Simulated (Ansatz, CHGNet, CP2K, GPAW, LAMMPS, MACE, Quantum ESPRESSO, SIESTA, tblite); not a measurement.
# From one method to another: forces in amorphous Ge (61 atoms)

61 atoms (61 Ge) placed at random at 5.25 g/cm³, melted at 3500 K for 10 ps at fixed volume with the Tersoff potential (Tersoff, Phys. Rev. B 39, 5566 (1989)). Quenched from 3500 K to 500 K at 3 K/ps and fixed volume, held 5 ps.

Two calculations on one geometry. First: machine-learned interatomic potential CHGNet 0.3.0, trained on PBE(+U) plane-wave data (CHGNet 0.3.0). Second: Kohn-Sham DFT, PBE, SSSP efficiency 1.3.0 pseudopotentials, plane waves; sssp-1.3.0-efficiency; 45/360 Ry; levels smeared at 580 K (Quantum ESPRESSO 7.5; sssp-pbe-1.3.0-efficiency, cutoffs 45/360 Ry, Γ point).

Cell vectors (Å):

```
11.188 0.000 0.000
0.000 11.188 0.000
0.000 0.000 11.188
```

Atom, position (Å) and force of the first calculation (eV/Å):

```
1 Ge 5.874 6.357 2.452 -0.173 0.411 0.757
2 Ge 0.627 6.305 1.507 -0.339 0.110 -0.119
3 Ge 8.071 0.913 5.154 0.459 0.041 0.357
4 Ge 2.570 5.100 0.094 0.196 -0.085 -0.090
5 Ge 5.061 8.141 6.039 0.314 0.215 0.016
6 Ge 4.035 5.430 3.666 -0.161 -0.499 0.335
7 Ge 4.782 5.696 6.022 1.053 0.298 -0.435
8 Ge 11.030 11.169 7.457 -0.307 -0.095 -0.359
9 Ge 8.199 4.700 8.400 0.166 -0.040 0.037
10 Ge 3.678 2.990 0.907 0.350 0.563 0.546
11 Ge 10.487 3.549 8.982 -0.710 -0.003 -0.547
12 Ge 5.832 2.485 11.059 0.173 -0.616 -0.005
13 Ge 0.700 7.261 10.154 -0.097 -0.108 0.230
14 Ge 2.138 6.898 3.361 -0.319 0.266 0.179
15 Ge 0.082 2.332 6.918 0.665 0.214 0.622
16 Ge 2.713 10.530 4.315 0.160 0.953 -0.539
17 Ge 2.854 5.119 7.139 -1.222 -0.205 0.565
18 Ge 3.309 3.098 3.352 -0.731 0.767 -0.809
19 Ge 7.547 1.910 1.548 0.209 -0.014 -0.242
20 Ge 8.424 7.192 7.864 -0.158 -0.590 -0.246
21 Ge 5.805 9.744 2.577 0.047 0.296 -0.634
22 Ge 4.709 8.103 9.954 0.382 0.093 -0.371
23 Ge 1.090 5.114 9.073 0.442 0.242 -0.054
24 Ge 8.684 4.773 4.822 -0.326 -0.219 -0.533
25 Ge 2.019 10.367 0.654 0.579 0.029 0.010
26 Ge 3.432 1.134 8.788 -0.148 0.140 -0.243
27 Ge 5.650 0.347 9.646 -0.006 0.192 0.060
28 Ge 6.761 4.311 6.384 0.195 -0.060 -0.106
29 Ge 2.242 1.507 11.016 -0.799 -0.510 -0.562
30 Ge 6.761 8.092 4.048 -0.029 -0.050 0.327
31 Ge 10.015 8.174 1.966 0.215 -0.474 -0.171
32 Ge 9.917 2.667 5.028 -0.385 0.285 -0.421
33 Ge 8.445 4.141 2.199 0.237 -0.246 0.788
34 Ge 1.272 6.953 5.815 -0.107 -0.229 0.135
35 Ge 2.696 8.984 6.026 0.052 -0.752 1.023
36 Ge 2.013 10.383 7.980 0.576 -0.084 -0.091
37 Ge 0.660 2.697 3.371 0.429 -0.237 0.331
38 Ge 9.954 10.559 5.161 0.211 -0.427 0.404
39 Ge 6.562 8.703 7.996 -0.524 0.304 -0.069
40 Ge 4.063 1.485 4.802 0.480 -1.032 0.733
41 Ge 4.097 7.107 0.935 -0.216 -0.182 -0.094
42 Ge 8.339 7.924 0.190 -0.466 0.148 0.379
43 Ge 11.014 10.335 1.593 -0.510 0.091 -0.432
44 Ge 6.047 1.956 6.294 -0.107 0.025 0.339
45 Ge 6.437 0.822 3.454 -0.758 -0.049 -0.384
46 Ge 10.973 2.275 10.961 0.443 -0.004 0.106
47 Ge 0.521 0.143 3.649 -0.055 0.573 0.184
48 Ge 6.432 9.625 11.122 -0.041 0.033 0.503
49 Ge 9.741 8.294 9.510 0.635 0.187 -0.171
50 Ge 7.341 0.104 7.769 -0.195 -0.141 -0.025
51 Ge 9.385 10.705 9.141 -0.150 0.132 0.125
52 Ge 3.370 9.075 2.468 -0.074 0.036 -0.207
53 Ge 10.815 3.924 1.596 0.003 0.407 -0.275
54 Ge 9.375 0.526 0.218 -0.265 -0.077 0.331
55 Ge 7.386 5.772 0.804 0.533 -0.278 -1.235
56 Ge 9.797 6.627 5.940 0.670 0.327 -0.323
57 Ge 2.668 2.592 6.763 -0.127 -0.063 0.115
58 Ge 4.272 5.664 9.381 -0.089 -0.107 -0.267
59 Ge 9.222 8.395 4.201 -0.261 -0.166 0.658
60 Ge 2.410 8.964 9.893 -0.071 -0.044 -0.047
61 Ge 6.394 4.571 10.029 0.049 0.309 -0.087
```

Q: Give the forces of the second method.

Atom and force (eV/Å):

```
1 -0.219 0.556 0.901
2 -0.826 -0.201 -0.781
3 0.834 0.045 0.860
4 0.737 -0.478 -0.690
5 0.563 -0.290 0.289
6 -0.002 -1.152 0.563
7 1.210 0.778 -0.801
8 -0.427 -0.067 -0.827
9 0.141 0.355 0.232
10 0.356 1.030 0.792
11 -0.687 -0.263 -1.418
12 0.136 -0.570 -0.120
13 -0.263 0.230 0.212
14 -0.151 0.777 0.460
15 0.756 0.020 1.335
16 0.235 1.141 -0.455
17 -1.721 -0.709 0.985
18 -1.101 1.355 -1.239
19 0.070 -0.003 -0.243
20 0.251 -1.195 -0.086
21 -0.074 0.455 -1.155
22 -0.042 -0.084 -0.688
23 1.269 0.260 0.386
24 -0.771 -0.654 -0.790
25 0.706 -0.212 0.019
26 -0.797 -0.287 -0.132
27 0.241 0.880 0.013
28 0.728 -0.053 -0.552
29 -1.070 -1.025 -1.171
30 -0.473 -0.302 0.233
31 0.176 -0.501 -0.180
32 0.080 0.476 -0.838
33 0.928 -0.262 0.954
34 -0.257 -0.373 -0.406
35 -0.095 -0.191 1.345
36 1.035 -0.252 0.051
37 0.442 -0.625 0.933
38 0.281 -0.682 0.955
39 -0.976 0.757 -0.524
40 0.386 -1.443 0.979
41 -0.375 -0.179 -0.006
42 -0.303 0.350 0.810
43 -0.486 0.071 -0.522
44 -0.066 -0.178 0.243
45 -1.090 -0.254 -0.848
46 0.930 0.214 0.117
47 0.063 1.015 -0.229
48 -0.103 0.063 1.208
49 0.700 0.061 -0.153
50 -0.412 -0.632 0.302
51 -0.455 0.005 0.461
52 -0.127 0.271 -0.764
53 -0.088 0.990 -0.403
54 -0.411 -0.130 0.596
55 0.207 -0.546 -1.393
56 0.910 0.624 -0.317
57 -0.177 0.271 0.293
58 -0.135 0.492 0.195
59 -0.242 -0.023 0.583
60 -0.136 0.019 -0.140
61 0.186 0.258 0.563
```

The two sets differ by 340 meV/Å r.m.s., 53 % of the r.m.s. force of the Quantum ESPRESSO run. Machine-learned potentials mimic data converged in k, so the reference's own k-point error enters their differences. The network of bonds at the start is that of the classical potential that made the cell, and needn't be the one that DFT or experiment would give. The electronic-structure runs sample only Γ, in a cell whose shortest periodic width is 11 Å, which is coarse for a cell with partly filled levels.

[Logs are printed without paths, hosts, clocks, repeated set-up lines and the standing remarks that a program may print on its own settings, such as how far it seeks lower states.]

[Hosts, paths, dates, database ids (printed as entryN), source tags and the programs' standing remarks are cut or masked in the printed files.]
